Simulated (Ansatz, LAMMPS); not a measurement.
# Localised basis functions on glassy 44SiO2-26Al2O3-15K2O-15CaO (mol %) (91 atoms), part 2 of 2

Aim: test how closely localised support functions follow the reference on glassy 44SiO2-26Al2O3-15K2O-15CaO (mol %) (91 atoms), and at what cost. A setting counts as converged where the r.m.s. difference of forces stays under 1 % of the r.m.s. force.

Ansatz 0.2.0; Kohn-Sham DFT, PBE, PAW (set soft_2), plane waves.

The cell: 12 Si, 14 Al, 8 K, 4 Ca and 53 O. The quench rate of 25 K/ps far exceeds what a furnace or splat quench reaches. The network of bonds at the start is that of the classical potential that made the cell. The Brillouin zone is sampled at Γ only, in a cell whose shortest periodic width is 11 Å.

So far. Step 4 (Support functions low): Forces differ from the reference by 0.62 meV/Å r.m.s., 0.079 % of their size, well within a tolerance of 1 %; the energy by -4.4 meV/atom. It took roughly 5.3 times the reference's time (one timing each, with unlike analyses asked), in 12 cycles against 9.

### 5. Support functions medium

With localised support functions most steps grow linearly with size, though the diagonalisation grows faster unless the density matrix is cut; this run measures error and cost at this size. Besides, the program derives a nominal cutoff of 464 eV for this run, against the reference's 420.

This step: Kohn-Sham DFT, PBE, PAW (set soft_2), localised support functions (medium) (Ansatz 0.2.0).

File input.yaml:

```yaml
crystal:
  lattice:
    - [10.72837, 0.0, 0.0]
    - [0.0, 10.72837, 0.0]
    - [0.0, 0.0, 10.72837]
  atoms:
    [... the 91 atom lines of step 3 ...]
kpoints:
  mp_grid: { grid: [1, 1, 1] }
hamiltonian:
  xc: pbe
scf:
  occupations: { method: fixed }
  eigensolver: { kind: { support_functions: { accuracy: medium } } }
  max_iter: 150
output:
  forces: true
  eigenvalues: true
```

Command:

```
ansatz run input.yaml --threads 4 --pin off --max-ram 8192MiB --backend cpu --events-out ev --progress --plain --runs-dir out
```

The program printed:

```text
[...]
Warning: basis.ecutwfc = 464 eV, auto-derived: no grid that the accuracy of the support functions lays serves the files at the lower one that their records recommend; a deck with other species or settings can derive another value
[...]
Crystal: 91 atoms, lattice volume = 1234.813 Å³
Basis set: ecut = 464 eV, 28113 PW (Γ), exchange–correlation on 160×160×160 points (8 copies of the dense FFT grid, shifted against one another)
Bands: 312, of which v1, the nominal top of the filled ones, is band 260 counted from 1 (259 counted from 0)
Symmetry: 1 space group operations
k-points: 1
[...]
SCF iter   1: F=—  HF=-64892.709551 eV  |F-HF|=—  |Δ(HF+E_count)|=         —  Δρ=9.83e-2  dr2=1.34e2  ethr=1.00e-1
[...]
SCF iter  13: F=—  HF=-64910.351599 eV  |F-HF|=—  |Δ(HF+E_count)|=   1.89e-3  Δρ=1.30e-5  dr2=3.03e-6  ethr=2.27e-9  κ⁻¹=1.7e-5(r=7)
SCF iter  14: F=-64910.351599 eV  HF=-64910.351599 eV  |F-HF|=1.97e-7  |Δ(HF+E_count)|=   3.49e-7  Δρ=4.81e-6  dr2=5.59e-7  ethr=5.82e-10
SCF 1 converged in 14 iterations: F = -64910.375203 eV  dr2 = 5.59e-7
[...]
SCF converged after 14 iterations
[...]
Free energy (F): -64910.375203 eV
[...]
Internal energy: -64910.375203 eV  (E = F + TS)
E sigma→0 (E₀):  -64910.375203 eV
Fermi energy:    4.674796 eV
[...]
Σ components = -64910.375203   (vs F -64910.375203, Δ=0.00e0)
--- Forces (eV/Å), atoms counted from 1 ---
  atom   1  Si     0.02555952    -1.62855755    -1.14348477
  atom   2  Si     0.60380349    -0.65457389    -0.98251693
  atom   3  Si     0.67180804     0.45184068    -0.04781845
  atom   4  Si     0.79098565     0.38213179    -0.08352197
[...]
atom  91  O      0.69245672    -0.38419564     1.24111961
  max |Σ_I F_I| component: 2.73e-3 eV/Å
--- Band table (eV) ---
[...]
```

Wall time 97 s (4 threads of Arm Neoverse V2, shared host); peak memory 3.5 GiB; 6.2 min of CPU time.

Keys that differ from the reference: support_functions.accuracy = "medium" and scf.max_iter = 150.

Forces differ from the reference by 0.56 meV/Å r.m.s., 0.071 % of their size, well within a tolerance of 1 %; the energy by -4.4 meV/atom. It took roughly 5.8 times the reference's time (one timing each, with unlike analyses asked), in 14 cycles against 9.

### 6. Support functions medium, radius 3.1 Å

The radius confines each support function; a larger one gives more freedom and more work per atom.

input.yaml, the sections that differ from step 5:

```yaml
scf:
  occupations: { method: fixed }
  eigensolver: { kind: { support_functions: { accuracy: medium, radius: 3.1 } } }
  max_iter: 150
# crystal, kpoints, hamiltonian, output: as in step 5
```

The program printed:

```text
Warning: scf.eigensolver.kind.support_functions: disabling space-group detection — the functions' gradient is summed over unrotated k-points, so no spatial operation reduces the k-mesh or symmetrises the density; time reversal is kept, so that k and −k are solved as one point where they differ and the mesh holds both, and exact exchange and, on two spinor components, a DFT+U term hold to it where the run has them: [...]
Warning: basis.ecutwfc = 464 eV, auto-derived: no grid that the accuracy of the support functions lays serves the files at the lower one that their records recommend; a deck with other species or settings can derive another value
settings of this run that can trade accuracy for cost: scf.eigensolver.kind.support_functions [...]
Engine: ansatz 0.2.0, aarch64-unknown-linux-gnu
Pseudopotentials: kind: paw
Pseudopotential: Si, paw, valence charge 4, recommended cutoff 420 eV (normal), Si.paw.azcp
Pseudopotential: Al, paw, valence charge 3, recommended cutoff 420 eV (normal), Al.paw.azcp
Pseudopotential: K, paw, valence charge 9, recommended cutoff 420 eV (normal), K.paw.azcp
Pseudopotential: Ca, paw, valence charge 10, recommended cutoff 420 eV (normal), Ca.paw.azcp
Pseudopotential: O, paw, valence charge 6, recommended cutoff 420 eV (normal), O.paw.azcp
[... 5 lines on functional and potentials left out ...]
Error: SCF: the radius of support functions is under 3.47 Å, the least for these sites at the functions' level (scf.eigensolver.kind.support_functions.accuracy). Use scf.eigensolver.kind: auto, or type scf.eigensolver.kind.support_functions.radius at least as long, [...]
```

The job ended after 6.3 s (4 threads; peak memory 0.34 GiB; 19 s of CPU time).

The program refuses radii under 3.47 Å for these atoms at this level.

### 7. Another setting: scf.eigensolver.kind = "davidson"

Changed here: scf.eigensolver.kind = "davidson".

This step: Kohn-Sham DFT, PBE, PAW (set soft_2), plane waves (Ansatz 0.2.0).

input.yaml, the sections that differ from step 6:

```yaml
scf:
  occupations: { method: fixed }
  eigensolver: { kind: davidson }
output:
  forces: true
  stress: true
  populations: true
  dos:
    method: { smearing: { sigma: 0.1 } }
    de: 0.1
    projected: { site_lists: { Al: [Al], Ca: [Ca], K: [K], O: [O], Si: [Si] } }
  eigenvalues: true
# crystal, kpoints, hamiltonian: as in step 6
```

The program printed:

```text
[...]
davidson cushion auto → on  (no smearing: the cushion is to keep the highest requested band from converging to the state above it; pin scf.eigensolver.cushion to override)
Crystal: 91 atoms, lattice volume = 1234.813 Å³
Basis set: ecut = 420 eV, 24111 PW (Γ), exchange–correlation on 144×144×144 points (8 copies of the dense FFT grid, shifted against one another)
Bands: 351, of which v1, the nominal top of the filled ones, is band 260 counted from 1 (259 counted from 0)
Symmetry: 1 space group operations
[...]
k-points: 1
[...]
SCF iter   1: F=—  HF=-64909.952423 eV  |F-HF|=—  |Δ(HF+E_count)|=         —  Δρ=1.93e-3  dr2=6.68e-2  ethr=1.77e-3  ⟨swp⟩=12.0  Hψ=2183  notcnv=0
[...]
SCF iter   8: F=—  HF=-64909.974291 eV  |F-HF|=—  |Δ(HF+E_count)|=   1.87e-6  Δρ=8.96e-6  dr2=8.50e-7  ethr=3.68e-10  ⟨swp⟩=5.0  Hψ=1136  notcnv=0
SCF iter   9: F=-64909.974291 eV  HF=-64909.974291 eV  |F-HF|=4.17e-8  |Δ(HF+E_count)|=   3.34e-8  Δρ=1.93e-6  dr2=4.54e-8  ethr=1.64e-10  ⟨swp⟩=4.0  Hψ=1022  notcnv=0
SCF 1 converged in 9 iterations: F = -64909.974291 eV  dr2 = 4.54e-8
  Residual-converged pass: ⟨swp⟩=3.0  Hψ=691  notcnv=0  max |occ|·‖R‖ = 6.4e-6 eV (tolerance 6.7e-6 eV)  dr2=4.64e-8  dr2_onsite=1.67e-9  max |Δocc| = 0.0e0
[...]
SCF converged after 9 iterations
Free energy (F): -64909.974291 eV
[...]
Internal energy: -64909.974291 eV  (E = F + TS)
E sigma→0 (E₀):  -64909.974291 eV
Fermi energy:    4.674419 eV
[...]
Σ components = -64909.974291   (vs F -64909.974291, Δ=0.00e0)
--- Forces (eV/Å), atoms counted from 1 ---
  atom   1  Si     0.02610356    -1.62778878    -1.14336402
  atom   2  Si     0.60372071    -0.65426827    -0.98245303
  atom   3  Si     0.67186089     0.45235366    -0.04850169
  atom   4  Si     0.79122746     0.38108221    -0.08323254
[...]
atom  91  O      0.69176782    -0.38522578     1.24098641
  max |Σ_I F_I| component: 1.03e-4 eV/Å
--- Stress (GPa, compression-positive) ---
        6.202230      -0.578516       0.944681
       -0.578513       7.476291      -0.747277
        0.944692      -0.747270       8.185646
  P = ⅓ Tr σ = 7.2881 GPa (72.881 kbar)
--- Band table (eV) ---
[...]
--- Löwdin populations: 91 sites ---
  site symbol       q [e]
     0     Si      2.2755
     1     Si      2.2884
     2     Si      2.2754
[...]
90      O      6.8754
  spilling = 0.010904 (of n_electrons = 520.000000)
```

It took 28 s on 4 threads; peak memory 1.6 GiB.

Forces differ from the reference by 0.005 meV/Å r.m.s., 7.0e-4 % of their size, well within a tolerance of 1 %. It took roughly 1.7 times the reference's time (one timing each, with unlike analyses asked), in 9 cycles against 9.

### 8. Cost against change

Differences are against the plane-wave reference (Kohn-Sham DFT, PBE, PAW (set soft_2), plane waves), whose r.m.s. force component is 0.786 eV/Å. Energies are set beside the reference only for runs with its functional, potentials and electron count. Times are for 4 threads of Arm Neoverse V2, shared host. The reference's time includes the DOS, ELF, the stress and grids, which some other runs skip.

| run | Δ force, r.m.s. (meV/Å) | share of r.m.s. force (%) | Δ energy (meV/atom) | Δ pressure (GPa) | Δ gap (eV) | cycles | time | host memory (GiB) |
| --- | --- | --- | --- | --- | --- | --- | --- | --- |
| reference | - | - | - | - | - | 9 | 17 s | 1.5 |
| support functions low | 0.621 | 0.079 | -4.39 | - | 2.0e-4 | 12 | 89 s | 3.4 |
| support functions medium | 0.559 | 0.0711 | -4.41 | - | -1.0e-4 | 14 | 97 s | 3.5 |
| scf.eigensolver.kind = "davidson" | 0.005 | 7.0e-4 | 0 | 0 | 0 | 9 | 28 s | 1.6 |

### 9. The reference in detail

With the settings judged, the reference run is read for its physics.

Length of the force by element and coordination:

| element | coordination | atoms | mean length of the force (eV/Å) | spread | least | most |
| --- | --- | --- | --- | --- | --- | --- |
| Al | all | 14 | 1.08 | 0.334 | 0.225 | 1.53 |
| Ca | all | 4 | 0.814 | 0.211 | 0.508 | 1.10 |
| K | all | 8 | 0.410 | 0.167 | 0.120 | 0.611 |
| O | all | 53 | 1.42 | 0.573 | 0.370 | 3.29 |
| Si | all | 12 | 1.26 | 0.466 | 0.441 | 2.21 |

Intrinsic-atomic-orbital charges by element and coordination:

| element | coordination | atoms | mean charge (e) | spread | least | most |
| --- | --- | --- | --- | --- | --- | --- |
| Al | all | 14 | 1.31 | 0.0404 | 1.24 | 1.40 |
| Ca | all | 4 | 1.80 | 0.0199 | 1.77 | 1.82 |
| K | all | 8 | 0.879 | 0.0137 | 0.861 | 0.899 |
| O | all | 53 | -0.993 | 0.0836 | -1.22 | -0.889 |
| Si | all | 12 | 1.67 | 0.0447 | 1.55 | 1.71 |

States in the cell by windows of 1 eV, zero at the Fermi level; the larger projections on atomic orbitals stand beside the total:

| from (eV) | to (eV) | total | O p |
| --- | --- | --- | --- |
| -10 | -9 | 3.2 | 2.2 |
| -9 | -8 | 5.1 | 3.5 |
| -8 | -7 | 10.5 | 7.4 |
| -7 | -6 | 18.7 | 14.1 |
| -6 | -5 | 26.3 | 20.5 |
| -5 | -4 | 37.5 | 30.4 |
| -4 | -3 | 52.5 | 44.9 |
| -3 | -2 | 60.5 | 55.4 |
| -2 | -1 | 60.7 | 57.3 |
| -1 | 0 | 40.2 | 38.5 |
| 0 | 1 | 2.7 | 2.6 |
| 1 | 3 | 0.0 | 0.0 |
| 3 | 4 | 2.4 | 0.1 |
| 4 | 5 | 6.2 | 0.4 |

With fixed occupations the program's Fermi level is the highest filled level; weight inside the gap is the broadening of levels at its edges.

Between -26 and -10 eV lie 178 more states.

The levels nearest the highest filled one (over half full), pooled over k-points and spins:

| level less the highest filled one (eV) | occupation |
| --- | --- |
| -0.365 | 2 |
| -0.332 | 2 |
| -0.207 | 2 |
| -0.109 | 2 |
| -0.0615 | 2 |
| 0 | 2 |
| 3.28 | 0 |
| 4.06 | 0 |
| 4.62 | 0 |
| 4.83 | 0 |
| 5.02 | 0 |
| 5.11 | 0 |

Valence density in the ac plane at fractional y = 0.387, with atoms of Si and Al and K and Ca and O within 0.2 Å of it. It is the smooth field of the valence electrons, not physical close to the nuclei.

Ten steps, logarithmic in the rise over the least value, from '0' (0.0 e/Å³) to '9' (6.2 e/Å³), each cell a mean:
```
864347998521112333345432112479
542236887421235554224432111245
211123454312357876434554211122
101222221111357875334665321111
113566521000235653223454322222
125788741000012221112333223332
125898741000000000012331112322
114677631000000000123432112221
112343211222222100123332222211
333321112333333211112222222212
566531113444333321101123443223
687631112333213432100246886434
566532111234433432101258997433
334455532356653322100246886422
113589863478863211011124554211
113699974468753111122222222211
002578853245432232234432122321
001245421112223565434433244431
111222100000025787533222345431
112332100000014676421111234321
223443210000002343211111122221
443333321000000111233332112234
764224543210000112345542112467
975346886421001123456542112589
```
Columns run along a (10.7 Å), rows up along c (10.7 Å). Atoms in or near the plane, at fractional coordinates: Si at (0.43, 0.51), Si at (0.12, 0.06), Al at (0.81, 0.71), K at (0.15, 0.73), Ca at (0.18, 0.35), O at (0.82, 0.47), O at (0.23, 0.97), O at (0.99, 0.00).

ELF in the ac plane at fractional y = 0.387, with atoms of Si and Al and K and Ca and O within 0.2 Å of it. It is the smooth field of the valence electrons, not physical close to the nuclei.

Ten even steps from '0' (0.00) to '9' (0.87), each cell a mean:
```
885269769951012221136521003798
862159989841367775112322100378
320014787511689898326776400012
000121111102699897337898511110
005899720001479985114787413442
028999972000134541001232003442
028988982000000000012310000211
005999840000000000157761000100
000245201321123100157752011110
465310025642244200013311111101
899850036653112211000025664214
999961013331121343100269899515
898730000134421454200389669624
454236520479963232100269998511
011599961698984100000025775200
002899982599984000024320000000
001699961388851121147751001110
000134420145312786226751146631
000100000000017999413421378852
012321000000016998400000367641
012332100000001443001100144210
541111222000000000136652111235
984114776410000011268875203689
797249999730000111379874104896
```
Columns run along a (10.7 Å), rows up along c (10.7 Å). Atoms in or near the plane, at fractional coordinates: Si at (0.43, 0.51), Si at (0.12, 0.06), Al at (0.81, 0.71), K at (0.15, 0.73), Ca at (0.18, 0.35), O at (0.82, 0.47), O at (0.23, 0.97), O at (0.99, 0.00).

Mean intrinsic-atomic-orbital charges: Al +1.31, Ca +1.80, K +0.88, O -0.99, Si +1.67 e.

### 10. Local order

These statistics describe the geometry on which the runs were made.

Density 2.74 g/cm³, 13.57 Å³ an atom.

Pair distribution functions g(r), in bins of 0.2 Å:

| r (Å) | total | O-O | O-Al | O-Si | O-K | O-Ca | Al-Al |
| --- | --- | --- | --- | --- | --- | --- | --- |
| 1.50 | 0.86 | 0.00 | 0.00 | 5.65 | 0.00 | 0.00 | 0.00 |
| 1.70 | 3.10 | 0.00 | 9.90 | 8.66 | 0.00 | 0.00 | 0.00 |
| 1.90 | 0.38 | 0.00 | 2.12 | 0.00 | 0.00 | 0.00 | 0.00 |
| 2.10 | 0.06 | 0.00 | 0.32 | 0.00 | 0.00 | 0.00 | 0.00 |
| 2.30 | 0.24 | 0.00 | 0.00 | 0.00 | 0.00 | 4.68 | 0.00 |
| 2.50 | 0.71 | 1.66 | 0.21 | 0.00 | 0.35 | 1.53 | 0.00 |
| 2.70 | 1.85 | 4.06 | 0.00 | 0.00 | 2.87 | 2.20 | 2.05 |
| 2.90 | 1.07 | 1.55 | 0.23 | 0.09 | 2.75 | 0.55 | 4.67 |
| 3.10 | 1.03 | 1.13 | 0.83 | 0.08 | 0.59 | 0.96 | 2.16 |
| 3.30 | 0.99 | 0.61 | 0.55 | 0.36 | 0.84 | 0.41 | 3.25 |
| 3.50 | 0.90 | 0.71 | 1.20 | 1.19 | 0.84 | 0.00 | 0.40 |
| 3.70 | 0.98 | 0.54 | 1.74 | 1.14 | 0.68 | 1.01 | 0.76 |
| 3.90 | 1.05 | 0.66 | 1.65 | 1.96 | 0.23 | 0.00 | 0.96 |
| 4.10 | 1.12 | 0.69 | 1.38 | 2.02 | 0.82 | 1.24 | 0.60 |
| 4.30 | 1.11 | 0.61 | 1.79 | 1.54 | 1.32 | 1.65 | 1.35 |
| 4.50 | 0.93 | 0.81 | 1.34 | 0.68 | 1.27 | 1.49 | 0.24 |
| 4.70 | 1.08 | 1.29 | 0.69 | 0.81 | 1.42 | 1.47 | 0.45 |
| 4.90 | 0.94 | 1.45 | 0.52 | 0.61 | 1.01 | 0.78 | 1.26 |
| 5.10 | 1.06 | 1.53 | 0.66 | 0.74 | 0.94 | 1.08 | 0.76 |
| 5.30 | 1.10 | 1.33 | 0.73 | 1.02 | 0.95 | 0.91 | 1.95 |

A closer look about Ca38, one of the 4 Ca atoms: 13 atoms, nearest first, numbered in the order of the input, with positions taken from that point.

| atom | x | y | z | distance (Å) | intrinsic-atomic-orbital charge (e) | Fx | Fy | Fz (eV/Å) |
| --- | --- | --- | --- | --- | --- | --- | --- | --- |
| Ca38 | 0.00 | 0.00 | 0.00 | 0.00 | 1.81 | 0.43 | -0.23 | 0.14 |
| O75 | 1.62 | -1.50 | 0.71 | 2.32 | -1.08 | -1.47 | -0.08 | -0.76 |
| O67 | -1.69 | -0.13 | 1.71 | 2.41 | -1.22 | -0.78 | 0.58 | -0.91 |
| O87 | -1.39 | 1.21 | -1.61 | 2.45 | -1.00 | 0.06 | -1.25 | 0.30 |
| O65 | 1.63 | 0.20 | -1.91 | 2.52 | -0.97 | -0.27 | 0.43 | 0.68 |
| O44 | 1.31 | 1.48 | 1.70 | 2.61 | -0.94 | -0.97 | -0.62 | -0.41 |
| O57 | -0.28 | 2.75 | 0.13 | 2.77 | -0.93 | -0.62 | -0.04 | 1.02 |
| O82 | 0.19 | -1.91 | -2.01 | 2.78 | -0.93 | -0.39 | 0.48 | 0.19 |
| O86 | -0.42 | -3.09 | 0.33 | 3.13 | -0.99 | -0.66 | 0.04 | 0.81 |
| Al20 | 0.68 | -2.59 | 1.64 | 3.14 | 1.30 | -0.14 | 0.46 | -0.70 |
| Si8 | 0.87 | -0.78 | -2.96 | 3.18 | 1.69 | 0.43 | -0.13 | 0.89 |
| Si3 | 1.18 | 2.85 | 0.88 | 3.21 | 1.71 | 0.67 | 0.45 | -0.05 |
| Si2 | -1.43 | 2.69 | -1.01 | 3.21 | 1.69 | 0.60 | -0.65 | -0.98 |

### 11. What came out

| Property | Result |
| --- | --- |
| free energy per atom | -713.2964 eV/atom |
| pressure | 7.288 GPa |
| r.m.s. force component | 0.786 eV/Å |
| gap (highest filled to lowest empty level) | 3.278 eV |
| wall time of the 4 DFT runs | 3.9 min |

What this shows: Against plane waves at 420 eV, the forces differ by 0.56 meV/Å (0.071 %) with support functions medium. At 91 atoms the fastest of the runs at a preset level, support functions low, takes roughly 5.3 times the time of plane waves (whose run also made extra analyses), in 12 SCF cycles against 9. Differences between support functions and plane waves include what basis error the plane-wave run still has.

Filled and empty levels are parted by 3.28 eV (at Γ alone); a semilocal functional tends to put such gaps too low. In a disordered cell it changes from sample to sample, and tail or defect levels can set it.

**Limits.** The geometry was minimised with a classical potential and isn't relaxed at this level: its force components are 0.79 eV/Å r.m.s. The pressure of 7.3 GPa belongs to unrelaxed atoms and would change as they relax.

[Long decimals in the printed logs are rounded to 6 places.]

[Logs are printed without paths, hosts, clocks, repeated set-up lines and the standing remarks that a program may print on its own settings, such as how far it seeks lower states.]

[Hosts, paths, dates, database ids (printed as entryN), source tags and the programs' standing remarks are cut or masked in the printed files.]
